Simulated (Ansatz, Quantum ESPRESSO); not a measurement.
# Lattice dynamics of CdF2 (Fm-3m) in two programs, part 2 of 2

Wanted: phonon bands, density of states and zone-centre response of CdF2 (Fm-3m).

Quantum ESPRESSO 7.5; DFT LDA, scalar-relativistic, plane waves, GBRV ultrasoft pseudopotentials.

So far. Step 9 (Zone-centre analysis): The rule also moves an optical mode by 0.3 cm⁻¹. Step 11 (The LO-TO splitting (1 0 0)): The field moves one mode, from 240 to 390 cm⁻¹; the others stay. The relaxed cell has a = 5.307 Å (conventional setting).

## 12. The dispersion under another sum rule (no) (continued)

Matdyn.x, sum rule no. The phonon branches at the labelled points (cm⁻¹):

| point | branch 1 | branch 2 | branch 3 | branch 4 | branch 5 | branch 6 | branch 7 | branch 8 | branch 9 |
| --- | --- | --- | --- | --- | --- | --- | --- | --- | --- |
| Γ | -9 | -9 | -9 | 240 | 240 | 318 | 318 | 318 | 390 |
| halfway | 62 | 62 | 149 | 207 | 207 | 247 | 345 | 345 | 400 |
| X | 111 | 111 | 122 | 159 | 159 | 200 | 366 | 366 | 413 |
| halfway | 110 | 121 | 124 | 169 | 178 | 194 | 362 | 363 | 411 |
| U | 105 | 131 | 142 | 179 | 193 | 220 | 350 | 356 | 405 |
| jump to K | 105 | 131 | 142 | 179 | 193 | 220 | 350 | 356 | 405 |
| halfway | 74 | 78 | 143 | 203 | 281 | 282 | 308 | 331 | 385 |
| Γ | -9 | -9 | -9 | 240 | 240 | 318 | 318 | 318 | 390 |
| halfway | 63 | 63 | 125 | 250 | 250 | 311 | 311 | 312 | 379 |
| L | 88 | 88 | 188 | 266 | 266 | 300 | 300 | 307 | 361 |
| halfway | 98 | 124 | 172 | 198 | 204 | 295 | 298 | 354 | 390 |
| W | 115 | 141 | 142 | 158 | 158 | 293 | 293 | 376 | 403 |
| halfway | 113 | 126 | 128 | 155 | 187 | 212 | 347 | 370 | 409 |
| X | 111 | 111 | 122 | 159 | 159 | 200 | 366 | 366 | 413 |

At the labelled points the branches move by up to 9.2 cm⁻¹.

## 13. Cross-check with Ansatz

The same cell goes through another code, with its own cutoff. It uses its own PAW datasets, so the potentials differ. Its k mesh is centred on Γ.

This step: DFT LDA, scalar-relativistic, plane waves, PAW (Ansatz 0.2.0).

The input, input.yaml:

```yaml
crystal:
  lattice:
    - [-2.6537491455, 0.0, 2.6537491455]
    - [0.0, 2.6537491455, 2.6537491455]
    - [-2.6537491455, 2.6537491455, 0.0]
  atoms:
    - { symbol: Cd, position: [0.0, 0.0, 0.0] }
    - { symbol: F, position: [0.75, 0.75, 0.75] }
    - { symbol: F, position: [0.25, 0.25, 0.25] }
kpoints:
  mp_grid: { grid: [8, 8, 8] }
hamiltonian:
  xc: lda
scf:
  occupations: { method: fixed }
output:
  eigenvalues: true
phonons:
  method: dfpt
  dielectric: true
  rigid_motions: translations
  qmesh: [4, 4, 4]
  temperatures: { t_max: 1000, t_step: 50 }
  qpath:
    path:
      - [[0.0, 0.0, 0.0], [0.0, 0.5, 0.5], [0.0, 0.625, 0.375]]
      - [[-0.375, 0.375, 0.0], [0.0, 0.0, 0.0], [0.0, 0.5, 0.0], [-0.25, 0.5, 0.25], [0.0, 0.5, 0.5]]
    npoints: 12
```

Command:

```bash
$ ansatz run input.yaml --threads 4 --pin off --max-ram 8192MiB --backend cpu --events-out ev --progress --plain --runs-dir out
```

It took 4.4 min on 4 threads of Intel Xeon Platinum 8559C (Emerald Rapids), shared host; peak memory 1.2 GiB.

Read from the output:

```
gap on the k-mesh                                                  : 2.972 eV
sum-rule residual before enforcement                               : 5.02e-5 eV/Å²
miss of the charge sum rule                                        : 2.59e-5 e
lowest frequency on the path                                       : 0 cm⁻¹
mean frequency                                                     : 228.8 cm⁻¹
Debye temperature (second moment)                                  : 467 K
logarithmic mean frequency                                         : 201.6 cm⁻¹
highest optical zone-centre mode (no LO-TO term)                   : 315.4 cm⁻¹
lowest optical zone-centre mode                                    : 233.0 cm⁻¹
mean high-frequency dielectric constant                            : 2.935
largest Born charge in size (third of the trace)                   : 2.46 e
mean static dielectric constant                                    : 8.1
highest mode moved by the LO-TO term                               : 387.1 cm⁻¹
lowest mode on the q mesh (acoustic ones at the zone centre apart) : 60.6 cm⁻¹
```

Transverse modes. Lines of the infrared spectrum (strongest = 100):

| position (cm⁻¹) | label | IR intensity ((D/Å)²/amu), degenerate modes summed, relative |
| --- | --- | --- |
| 233 | T1u | 100 |
| 315 | T2g | 0.0 |

## 14. Side by side: QE GBRV and Ansatz, PAW

Read from the output:

```yaml
root_mean_square_difference: 3.96 cm⁻¹
largest_difference: 8.96 cm⁻¹
root_mean_square_difference_on_the_path: 4.3 cm⁻¹
largest_difference_on_the_path: 9.7 cm⁻¹
```

The 12 of 72 modes that differ most. Frequencies side by side:

| q (reciprocal lattice) | mode | QE GBRV (cm⁻¹) | Ansatz, PAW (cm⁻¹) |
| --- | --- | --- | --- |
| 0 0 0 | 1 | -9.16 | 0 |
| 0 0 0 | 2 | -9.16 | 0 |
| 0 0 0 | 3 | -9.16 | 0 |
| 0 0 0 | 4 | 239.4 | 233 |
| 0 0 0 | 5 | 239.4 | 233 |
| 0 0 0 | 6 | 239.4 | 233 |
| 0 0.25 0.25 | 4 | 206.6 | 200.7 |
| 0 -0.5 -0.5 | 3 | 121.5 | 112.5 |
| 0 -0.5 -0.5 | 4 | 159.1 | 152 |
| 0 -0.5 -0.5 | 5 | 159.1 | 152 |
| 0.25 -0.5 -0.25 | 2 | 140.9 | 132.8 |
| 0.25 -0.5 -0.25 | 3 | 142.5 | 135 |

The two runs side by side. Further quantities:

| quantity | QE GBRV | Ansatz, PAW |
| --- | --- | --- |
| mean ε∞ | 2.927 | 2.935 |
| largest Born charge in size (e; the first before, the second after the charge sum rule) | 2.449 | 2.46 |

At the solved wavevectors the largest difference (acoustic modes at Γ apart) is 2 % of the highest mode, but 7 % of the mode at 121 cm⁻¹ on which it sits.

## 15. Summary of results

```json
{
 "space group after relaxation": "Fm-3m",
 "volume per atom": "12.5 Å³",
 "gap on the k-mesh": "2.91 eV",
 "highest optical zone-centre mode (no LO-TO term)": "318.2 cm⁻¹",
 "lowest optical zone-centre mode": "239.8 cm⁻¹",
 "highest mode moved by the LO-TO term": "390.4 cm⁻¹",
 "mean high-frequency dielectric constant": "2.93",
 "largest Born charge in size (third of the trace)": "2.45 e",
 "mean static dielectric constant": "7.76",
 "q mesh": "4×4×4",
 "lowest mode on the q mesh (acoustic ones at the zone centre apart)": "61.7 cm⁻¹",
 "zero-point energy per atom": "43.2 meV",
 "heat capacity at 300 K": "22.2 J/(mol atoms K)",
 "vibrational entropy at 300 K": "26.8 J/(mol atoms K)",
 "imaginary modes on the q mesh": "none",
 "largest difference from Ansatz, PAW": "8.96 cm⁻¹"
}
```

CdF2 (Fm-3m) is dynamically stable on the 4×4×4 mesh; its spectrum reaches 413 cm⁻¹. At the LDA level the optical modes of CdF2 (Fm-3m) at the zone centre (no LO-TO term) run from 240 to 318 cm⁻¹. Along the directions run, the highest mode that the macroscopic field moves lies at 390 cm⁻¹. Lattice motion raises the mean dielectric constant from 2.927 to 7.76. The Born charge of Cd is 2.449 e against a formal charge of +2, somewhat above it. Of the 6 optical modes, 3 are infrared active alone and 3 are Raman active alone; inversion symmetry keeps the two sets apart. QE GBRV and Ansatz, PAW differ by 4.0 cm⁻¹ in the root mean square and by 9.0 cm⁻¹ at most, 2.2 % of the highest mode compared (acoustic modes at Γ left out; ph.x's values are those before the sum rule); the two use different potentials. These are harmonic frequencies at zero temperature: anharmonic shifts, linewidths and thermal expansion are left out.

[Long decimals in the printed logs are rounded to 6 places.]

[Host names, launcher messages, clock columns and parts of forces and stress are left out of these logs.]

[Logs are printed without paths, hosts, clocks, repeated set-up lines and the standing remarks that a program may print on its own settings, such as how far it seeks lower states.]

[Hosts, paths, dates, database ids (printed as entryN), source tags and the programs' standing remarks are cut or masked in the printed files.]

[Where Elk ran, warnings of its patched build on accuracy (core leakage, angular cutoffs, spin-orbit splittings, empty states, lower magnetic states) are left out.]

[Sessions in which a second program contradicted a gradient-corrected response are left out of this set, so agreement between programs is selected.]
